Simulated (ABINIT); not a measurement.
Entries from a set of simulations; values are calculated unless marked as measured.

### CuI (Marshite): a self-consistent loop beyond G0W0, cycle by cycle

It takes space group F-43m (No. 216, cubic). Conventional cell: a = 6.063 Å, b = 6.063 Å, c = 6.063 Å, α = 90.00°, β = 90.00°, γ = 90.00°. Cu has 4 I at 2.63 Å nearest. I has 4 Cu at 2.63 Å nearest. Farther neighbours, and contacts between anions beyond the nearest, are not listed.

* method: RPA screening on PBE from quasiparticle energies and orbitals, plane waves, norm-conserving pseudopotentials (and 4 further levels or steps)
* program: ABINIT 10.8.3
* settings: cutoff 42 Ha, PseudoDojo scalar-relativistic 0.4.1 standard, norm-conserving, ngkpt (4, 4, 4), nband 139, ecuteps 6 Ha, gwcalctyp 28, inclvkb 2, shiftk (0, 0, 0), symchi 1, awtr 1, frequency ppm, cycle 8, q points all but q = 0, 4×4×4 k-mesh
* cost: 25 runs, 68 min in all on 4 MPI ranks of Arm Neoverse V1, shared host
* notes: The database entry behind the starting cell differs from other determinations of this structure. In doubt: a PseudoDojo file used here is known to give poor structures and forces, which bears on pressures, cells, forces and phonons. The cell and positions come from the Crystallography Open Database and are kept as given unless a step says otherwise. Limits: d shell near the gap, gap tends to lie low; no spin-orbit coupling.
* G0W0: 1.598 eV
* QSGW, cycle 1: 1.719 eV
* QSGW, cycle 2: 1.992 eV
* QSGW, cycle 3: 2.280 eV
* QSGW, cycle 4: 2.423 eV
* QSGW, cycle 5: 2.447 eV
* QSGW, cycle 6: 2.423 eV
* QSGW, cycle 7: 2.397 eV
* QSGW, cycle 8: 2.385 eV
* known limits: short of the basis limit; d shell near the gap, gap tends to lie low; no spin-orbit coupling

Only the bands that the input lists are updated; the higher empty ones keep the functional's energies. QSGW ends at 2.38 eV, +0.79 eV from G0W0, after 8 cycles that took 65 min beside the first screening; the last moved the gap by 0.012 eV.

[Paths, hosts, dates, memory and timing lines, banners, echoed tables and standing remarks are left out of the program output; an Ansatz launch command may be rebuilt from the run's recorded settings. Measured values are a selection of at most five: reports struck by readers or far from the other reports are left out. None is set beside runs whose start may be inverted or whose files or cutoffs have a known fault.]

[Runs of the session that timed out or met a known fault of the program may be left out.]

[Hosts, paths, dates, database ids (printed as entryN), source tags and the programs' standing remarks are cut or masked in the printed files.]

[G0W0 gaps are taken among the corrected bands and points alone; a level outside them can change the order at an edge.]

[Where Ansatz stands beside ABINIT at settings called matched, ABINIT's density can come from a denser mesh and the files from another edition; pairs whose starting gaps differed by over 0.03 eV were left out, so agreement reads better than it is.]
